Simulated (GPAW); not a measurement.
# A Sn chain with an H atom bridging one bond: relaxation, then transmission at several levels

How well does a Sn chain with an H atom bridging one bond conduct once its atoms have relaxed, and how much do cheaper levels lose?

Method: GPAW LCAO, PAW setups; relaxation of the junction within the symmetry of its start, lead ends held, in the first sound run; inputs show where later runs differ, in GPAW 26.7.0.

Report form: the programs' logs are mostly left out.

## Step 1: The starting structure

The cell holds 13 atoms: 12 Sn and 1 H. Cell: a = 9.000 Å, b = 9.000 Å, c = 33.200 Å, α = 90.0°, β = 90.0°, γ = 90.0°. Regions: left lead, 6 atoms (6 Sn); channel, 1 atom (1 H); right lead, 6 atoms (6 Sn). Vacuum lies along a and b. The structure is stacked along c, and the current runs across the ab planes.

## Step 2: Relaxing the atoms

Transmission follows bond lengths closely, so the atoms between the held lead ends are relaxed first, within whatever symmetry the start has.

run.py reads:

```python
import json
from ase import Atoms
from ase.constraints import FixAtoms
from ase.optimize import BFGS
from gpaw import GPAW, FermiDirac

device = Atoms(
    ['Sn', 'Sn', 'Sn', 'Sn', 'Sn', 'Sn', 'H', 'Sn', 'Sn', 'Sn', 'Sn', 'Sn', 'Sn'],
    positions=[
        [4.50000, 4.50000, 1.37500],
        [4.50000, 4.50000, 4.12500],
        [4.50000, 4.50000, 6.87500],
        [4.50000, 4.50000, 9.62500],
        [4.50000, 4.50000, 12.37500],
        [4.50000, 4.50000, 15.12500],
        [5.15378, 4.50000, 16.60000],
        [4.50000, 4.50000, 18.07500],
        [4.50000, 4.50000, 20.82500],
        [4.50000, 4.50000, 23.57500],
        [4.50000, 4.50000, 26.32500],
        [4.50000, 4.50000, 29.07500],
        [4.50000, 4.50000, 31.82500]],
    cell=[[9.0, 0.0, 0.0], [0.0, 9.0, 0.0], [0.0, 0.0, 33.2]],
    pbc=True)

device.set_constraint(FixAtoms([0, 1, 2, 3, 4, 8, 9, 10, 11, 12]))
device.calc = GPAW(mode='lcao', basis='dzp', xc='PBE', h=0.18,
                   kpts={'size': (1, 1, 3), 'gamma': True},
                   symmetry={'tolerance': 1e-3, 'extra_ids': [1, 1, 1, 1, 1, 0, 0, 0, 1, 1, 1, 1, 1]},
                   occupations=FermiDirac(0.1), maxiter=250,
                   mixer=dict(beta=0.1, nmaxold=8, weight=100.0),
                   convergence=dict(density=0.0001), txt='relax.txt')
path = []
opt = BFGS(device, maxstep=0.15)
opt.attach(lambda: path.append((device.get_potential_energy(), device.positions.tolist(), device.get_forces().tolist())))
relaxed = bool(opt.run(fmax=0.05, steps=50))
json.dump(dict(relaxed=relaxed, path=path, positions=device.positions.tolist(), moments=device.get_magnetic_moments().tolist(),
               forces=device.get_forces(apply_constraint=False).tolist()), open('result.json', 'w'))
```

On the command line:

```
$ OMP_NUM_THREADS=1 OPENBLAS_NUM_THREADS=1 python run.py
```

Elapsed: 14 min, on 1 thread of Arm Neoverse V1, shared host; peak memory 1.5 GiB.

Step by step (22 of 24):

```csv
step,energy less that of the first step (eV),largest force (eV/Å)
1,0.0000,3.7628
2,-0.4403,2.9343
3,-0.9675,1.3726
4,-1.0858,1.3329
5,-1.2285,1.6064
6,-1.3743,1.5391
8,-1.6264,0.6674
9,-1.6818,0.2630
10,-1.6862,0.0888
11,-1.6866,0.0900
12,-1.6870,0.1166
13,-1.6878,0.1038
14,-1.6871,0.2180
15,-1.6913,0.1095
16,-1.6963,0.0742
17,-1.7199,0.3222
19,-1.7574,0.7312
20,-1.7780,0.7756
21,-1.8020,0.6843
22,-1.8263,0.4653
23,-1.8424,0.1742
24,-1.8455,0.0381
```

The atoms that moved most (Å):

```
atom      dx     dy      dz  length
 Sn8  -1.263  0.000  -0.069   1.265
 Sn6  -1.263  0.000   0.069   1.265
  H7  -0.468  0.000   0.000   0.468
```

The relaxation lowered the energy of the cell by 1.85 eV (energies extrapolated to zero smearing; the optimiser's log prints free energies). The largest force left on a free atom is 0.038 eV/Å.

## Step 3: Double-zeta polarised basis

The script solves lead and junction separately, takes H and S in the orbital basis, and joins semi-infinite leads through their self-energies; the dzp basis is the working standard.

This step: GPAW LCAO, PAW setups; Landauer transmission from Green's functions with principal layers (ASE), zero bias (GPAW 26.7.0).

run.py reads:

```python
import json
import numpy as np
from ase import Atoms
from ase.transport.calculators import TransportCalculator
from gpaw import GPAW, FermiDirac
from gpaw.lcao.tools import get_lcao_hamiltonian
from scipy.linalg import eigh

# The junction with lead layers at both ends, along the third cell vector
device = Atoms(
    ['Sn', 'Sn', 'Sn', 'Sn', 'Sn', 'Sn', 'H', 'Sn', 'Sn', 'Sn', 'Sn', 'Sn', 'Sn'],
    positions=[
        [4.50000, 4.50000, 1.37500],
        [4.50000, 4.50000, 4.12500],
        [4.50000, 4.50000, 6.87500],
        [4.50000, 4.50000, 9.62500],
        [4.50000, 4.50000, 12.37500],
        [3.23664, 4.50000, 15.19417],
        [4.68533, 4.50000, 16.60000],
        [3.23664, 4.50000, 18.00583],
        [4.50000, 4.50000, 20.82500],
        [4.50000, 4.50000, 23.57500],
        [4.50000, 4.50000, 26.32500],
        [4.50000, 4.50000, 29.07500],
        [4.50000, 4.50000, 31.82500]],
    cell=[[9.0, 0.0, 0.0], [0.0, 9.0, 0.0], [0.0, 0.0, 33.2]],
    pbc=True)

# One principal layer of the lead: the first 3 atoms of the device
lead = Atoms(
    ['Sn', 'Sn', 'Sn'],
    positions=[
        [4.50000, 4.50000, 1.37500],
        [4.50000, 4.50000, 4.12500],
        [4.50000, 4.50000, 6.87500]],
    cell=[[9.0, 0.0, 0.0], [0.0, 9.0, 0.0], [0.0, 0.0, 8.25]],
    pbc=True)

settings = dict(mode='lcao', basis='dzp', xc='PBE', h=0.2,
                occupations=FermiDirac(0.1), maxiter=250,
                mixer=dict(beta=0.1, nmaxold=8, weight=100.0),
                convergence=dict(density=0.0001))
energies = np.arange(-2, 2 + 1e-9, 0.025)
eta = 0.0001
n1, n2 = 1, 1
# k and -k transmit alike, so half of the mesh across the current serves
mesh = [(i, j) for i in range(n1) for j in range(n2) if (i, j) <= (-i % n1, -j % n2)]
weights = np.array([1 if (i, j) == (-i % n1, -j % n2) else 2 for i, j in mesh]) / (n1 * n2)

# [... helper functions left out ...]
fermi_lead = ground_state(lead, (1, 1, 14), 'lead.txt')
fermi_device = ground_state(device, (1, 1, 3), 'device.txt')
# [... loop over the mesh left out, but for ...]
        # Shift the lead onto the potential of the device's first layer
        shift = ((H[:, 0, 0] - H0[:, 0, 0]) / S0[0, 0]).real.mean()
# [...]
kT = 8.617333e-5 * 300
bias = [0.1, 0.2, 0.5, 1.0, 1.5, 2.0]
# [... integrals and printing left out ...]
```

Elapsed: 84 s, on 1 thread; peak memory 1.1 GiB.

This step gave:

```
conductance                                    : 1.922 G₀
largest coupling past the next principal layer : 3.84e-7 eV
largest misfit of the first principal layer    : 0.04759 eV
shift that aligns the lead                     : 0.001866 eV
basis functions of the junction                : 281
basis functions of a principal layer           : 69
transmission at the Fermi level (one spin)     : 1.923
```

One spin. Transmission, zone mean against energy, zero at the Fermi level:

```
energy (eV)  transmission, zone mean
     -2.000                    0.508
     -1.900                    0.557
     -1.800                    0.603
     -1.700                    0.646
     -1.600                    0.689
     -1.500                    0.730
     -1.400                    0.770
     -1.300                    0.810
     -1.200                    0.849
     -1.100                    0.888
     -1.000                    0.925
     -0.900                    0.961
     -0.800                     1.02
     -0.700                     1.58
     -0.600                     1.96
     -0.525                     2.02
     -0.500                     2.02
     -0.400                     1.97
     -0.300                     1.93
     -0.200                     1.92
     -0.100                     1.93
      0.000                     1.92
      0.100                     1.91
      0.200                     1.88
      0.300                     1.85
      0.400                     1.82
      0.500                     1.81
      0.600                     1.82
      0.700                     1.86
      0.800                     1.93
      0.900                     2.03
      1.000                     2.16
      1.100                     2.32
      1.200                     2.48
      1.300                     2.62
      1.400                     2.72
      1.475                     2.75
      1.500                     2.75
      1.600                     2.71
      1.700                     2.62
      1.800                     2.50
      1.900                     2.37
      2.000                     2.22
```

Not self-consistent under bias; the bias window is split evenly. The current through one cell, from the zero-bias transmission by bias:

```
bias (V)  current through one cell, from the zero-bias transmission (μA)
   0.100                                                            14.9
   0.200                                                            29.7
   0.500                                                            74.0
   1.000                                                             147
   1.500                                                             218
   2.000                                                             276
```

Transmission of the three most open eigenchannels against energy, zero at the Fermi level:

| energy (eV) | channel 1 | channel 2 | channel 3 |
| --- | --- | --- | --- |
| -2.000 | 0.508 | 0 | 0 |
| -1.800 | 0.603 | 0 | 0 |
| -1.600 | 0.689 | 0 | 0 |
| -1.400 | 0.770 | 0 | 0 |
| -1.200 | 0.849 | 0 | 0 |
| -1.000 | 0.925 | 0 | 0 |
| -0.800 | 0.998 | 0.0233 | 8.7e-4 |
| -0.600 | 0.996 | 0.944 | 0.0232 |
| -0.400 | 0.992 | 0.928 | 0.0476 |
| -0.200 | 0.989 | 0.854 | 0.0803 |
| 0.000 | 0.991 | 0.820 | 0.112 |
| 0.200 | 0.995 | 0.748 | 0.136 |
| 0.400 | 0.996 | 0.661 | 0.162 |
| 0.600 | 0.996 | 0.614 | 0.209 |
| 0.800 | 0.997 | 0.631 | 0.298 |
| 1.000 | 0.999 | 0.709 | 0.451 |
| 1.200 | 0.997 | 0.828 | 0.655 |
| 1.400 | 0.958 | 0.943 | 0.815 |
| 1.600 | 0.998 | 0.885 | 0.826 |
| 1.800 | 0.955 | 0.909 | 0.640 |
| 2.000 | 0.917 | 0.823 | 0.479 |

Couplings past the next layer reach 3.8e-7 eV, small enough to drop; the matrix elements of the cell's first layer differ from the bulk lead's by up to 0.048 eV. That layer keeps its own values in the calculation, and only beyond it is the lead taken as perfect. The Fermi levels of lead and junction count from different zeros of potential, one for each periodic cell; with both set to zero, the small remaining shift is what aligns them. By hand: G = 1.922 × 77.48 μS = 149 μS, a resistance of 6.72 kΩ; at 0.1 V a linear junction would pass 14.9 μA, and the integral over the bias window gives 14.9 μA.

## Step 4: GPAW, szp: basis = "szp(dzp)"

The second zeta is dropped, the polarisation orbitals stay.

run.py: that of step 3 with these lines changed.

```diff
@@ -38,3 +38,3 @@
 
-settings = dict(mode='lcao', basis='dzp', xc='PBE', h=0.2,
+settings = dict(mode='lcao', basis='szp(dzp)', xc='PBE', h=0.2,
                 occupations=FermiDirac(0.1), maxiter=250,
```

Elapsed: 68 s, on 1 thread; peak memory 1.1 GiB.

This step gave:

```
conductance                                             : 1.914 G₀
largest coupling past the next principal layer          : 3.63e-7 eV
largest misfit of the first principal layer             : 0.04958 eV
shift that aligns the lead                              : -7.70e-4 eV
basis functions of the junction                         : 172
basis functions of a principal layer                    : 42
transmission at the Fermi level (one spin)              : 1.916
open channels of the lead at the Fermi level (one spin) : 3
```

One spin. Transmission, zone mean against energy, zero at the Fermi level:

```csv
energy (eV),"transmission, zone mean"
-2.000,0.534
-1.900,0.586
-1.800,0.634
-1.700,0.679
-1.600,0.721
-1.500,0.761
-1.400,0.800
-1.300,0.838
-1.200,0.874
-1.100,0.908
-1.000,0.941
-0.900,0.971
-0.800,0.997
-0.700,1.51
-0.600,1.94
-0.525,2.02
-0.500,2.02
-0.400,1.96
-0.300,1.92
-0.200,1.91
-0.100,1.92
0.000,1.92
0.100,1.90
0.200,1.87
0.300,1.84
0.400,1.81
0.500,1.80
0.600,1.81
0.700,1.85
0.800,1.91
0.900,2.01
1.000,2.15
1.100,2.30
1.200,2.47
1.300,2.61
1.400,2.71
1.500,2.73
1.600,2.70
1.700,2.61
1.800,2.49
1.900,2.35
2.000,2.20
```

Crossings of the lead's bands, unfolded to its shortest repeat. Table of open channels, zone mean by energy, zero at the Fermi level:

```
energy (eV)  open channels, zone mean
     -2.000                         1
     -1.900                         1
     -1.800                         1
     -1.700                         1
     -1.600                         1
     -1.500                         1
     -1.400                         1
     -1.300                         1
     -1.200                         1
     -1.100                         1
     -1.000                         1
     -0.900                         1
     -0.800                         1
     -0.700                         3
     -0.600                         3
     -0.500                         3
     -0.400                         3
     -0.300                         3
     -0.200                         3
     -0.100                         3
      0.000                         3
      0.100                         3
      0.200                         3
      0.300                         3
      0.400                         3
      0.500                         3
      0.600                         3
      0.700                         3
      0.800                         3
      0.900                         3
      1.000                         3
      1.100                         3
      1.200                         3
      1.300                         3
      1.400                         3
      1.500                         3
      1.600                         3
      1.700                         3
      1.800                         3
      1.900                         3
      2.000                         3
```

Not self-consistent under bias; the bias window is split evenly. The current through one cell, from the zero-bias transmission by bias:

| bias (V) | current through one cell, from the zero-bias transmission (μA) |
| --- | --- |
| 0.100 | 14.8 |
| 0.200 | 29.6 |
| 0.500 | 73.7 |
| 1.000 | 147 |
| 1.500 | 216 |
| 2.000 | 274 |

Transmission of the three most open eigenchannels against energy, zero at the Fermi level:

```
energy (eV)  channel 1  channel 2  channel 3
     -2.000      0.534          0          0
     -1.900      0.586          0          0
     -1.800      0.634          0          0
     -1.700      0.679          0          0
     -1.600      0.721          0          0
     -1.500      0.761          0          0
     -1.400      0.800          0          0
     -1.300      0.838          0          0
     -1.200      0.874          0          0
     -1.100      0.908          0          0
     -1.000      0.941          0          0
     -0.900      0.971          0          0
     -0.800      0.997     2.0e-8     1.3e-9
     -0.700      0.997      0.507     0.0114
     -0.600      0.995      0.922     0.0222
     -0.500      0.993      0.992     0.0334
     -0.400      0.991      0.927     0.0467
     -0.300      0.989      0.872     0.0628
     -0.200      0.989      0.845     0.0806
     -0.100      0.990      0.829     0.0988
      0.000      0.992      0.810      0.115
      0.100      0.994      0.779      0.128
      0.200      0.995      0.736      0.139
      0.300      0.996      0.690      0.151
      0.400      0.996      0.647      0.166
      0.500      0.996      0.614      0.186
      0.600      0.996      0.597      0.214
      0.700      0.997      0.596      0.253
      0.800      0.997      0.611      0.305
      0.900      0.998      0.642      0.374
      1.000      0.999      0.686      0.461
      1.100      0.999      0.743      0.562
      1.200      0.997      0.807      0.666
      1.300      0.985      0.872      0.757
      1.400      0.954      0.931      0.823
      1.500      0.976      0.894      0.864
      1.600      0.997      0.888      0.811
      1.700      0.991      0.903      0.716
      1.800      0.957      0.911      0.621
      1.900      0.916      0.897      0.535
      2.000      0.918      0.819      0.459
```

The conductance, 1.91 G₀, lies 0.4 % below that of the dzp run.

## Step 5: Minimal basis

One function for each valence shell of the setup, as for a first survey of a large system.

run.py: that of step 4 with these lines changed.

```diff
@@ -38,3 +38,3 @@
 
-settings = dict(mode='lcao', basis='szp(dzp)', xc='PBE', h=0.2,
+settings = dict(mode='lcao', basis='sz(dzp)', xc='PBE', h=0.2,
                 occupations=FermiDirac(0.1), maxiter=250,
```

Wall time 38 s (1 thread); peak memory 1 GiB.

This step gave:

| Property | Result |
| --- | --- |
| conductance | 1.896 G₀ |
| largest coupling past the next principal layer | 4.07e-7 eV |
| largest misfit of the first principal layer | 0.06034 eV |
| shift that aligns the lead | 0.008791 eV |
| basis functions of the junction | 109 |
| basis functions of a principal layer | 27 |
| transmission at the Fermi level (one spin) | 1.897 |

The conductance, 1.90 G₀, lies 1.4 % below that of the dzp run.

## Step 6: revPBE in the dzp basis: xc = "revPBE"

Back in the dzp basis, the functional changes from PBE to revPBE, to set the spread between functionals beside that between bases.

run.py: that of step 5 with these lines changed.

```diff
@@ -38,3 +38,3 @@
 
-settings = dict(mode='lcao', basis='sz(dzp)', xc='PBE', h=0.2,
+settings = dict(mode='lcao', basis='dzp', xc='revPBE', h=0.2,
                 occupations=FermiDirac(0.1), maxiter=250,
```

Run time: 76 s. Hardware: 1 thread; peak memory 1.1 GiB.

This step gave:

| Item | Value |
| --- | --- |
| conductance | 1.911 G₀ |
| largest coupling past the next principal layer | 3.82e-7 eV |
| largest misfit of the first principal layer | 0.04857 eV |
| shift that aligns the lead | 0.001824 eV |
| basis functions of the junction | 281 |
| basis functions of a principal layer | 69 |
| transmission at the Fermi level (one spin) | 1.912 |

The conductance, 1.91 G₀, lies 0.6 % below that of the dzp run.

## Step 7: The structure as built: geometry = "as built"

The dzp basis with PBE on the structure as first built shows what the relaxation was worth.

run.py: that of step 6 with these lines changed.

```diff
@@ -17,5 +17,5 @@
         [4.50000, 4.50000, 12.37500],
-        [3.23664, 4.50000, 15.19417],
-        [4.68533, 4.50000, 16.60000],
-        [3.23664, 4.50000, 18.00583],
+        [4.50000, 4.50000, 15.12500],
+        [5.15378, 4.50000, 16.60000],
+        [4.50000, 4.50000, 18.07500],
         [4.50000, 4.50000, 20.82500],
@@ -38,3 +38,3 @@
 
-settings = dict(mode='lcao', basis='dzp', xc='revPBE', h=0.2,
+settings = dict(mode='lcao', basis='dzp', xc='PBE', h=0.2,
                 occupations=FermiDirac(0.1), maxiter=250,
```

Wall time 76 s (1 thread); peak memory 1.1 GiB.

Numbers from this step:

```yaml
conductance: 2.737 G₀
largest_coupling_past_the_next_principal_layer: 3.84e-7 eV
largest_misfit_of_the_first_principal_layer: 0.01280 eV
shift_that_aligns_the_lead: 0.001143 eV
transmission_at_the_fermi_level_one_spin: 2.738
```

The conductance, 2.74 G₀, lies 42 % above that of the dzp run.

## Step 8: All levels side by side

Times are for 1 thread of Arm Neoverse V1, shared host. The series side by side:

```csv
no.,run,conductance (G₀),time,memory (GiB)
1,dzp,1.922,84 s,1.1
2,szp,1.914,68 s,1.1
3,sz,1.896,38 s,1
4,dzp revPBE,1.911,76 s,1.1
5,asbuilt,2.737,76 s,1.1
```

(Continued in part 2 of 2.)

[Logs are printed without paths, hosts, clocks, repeated set-up lines and the standing remarks that a program may print on its own settings, such as how far it seeks lower states.]

[Hosts, paths, dates, database ids (printed as entryN), source tags and the programs' standing remarks are cut or masked in the printed files.]
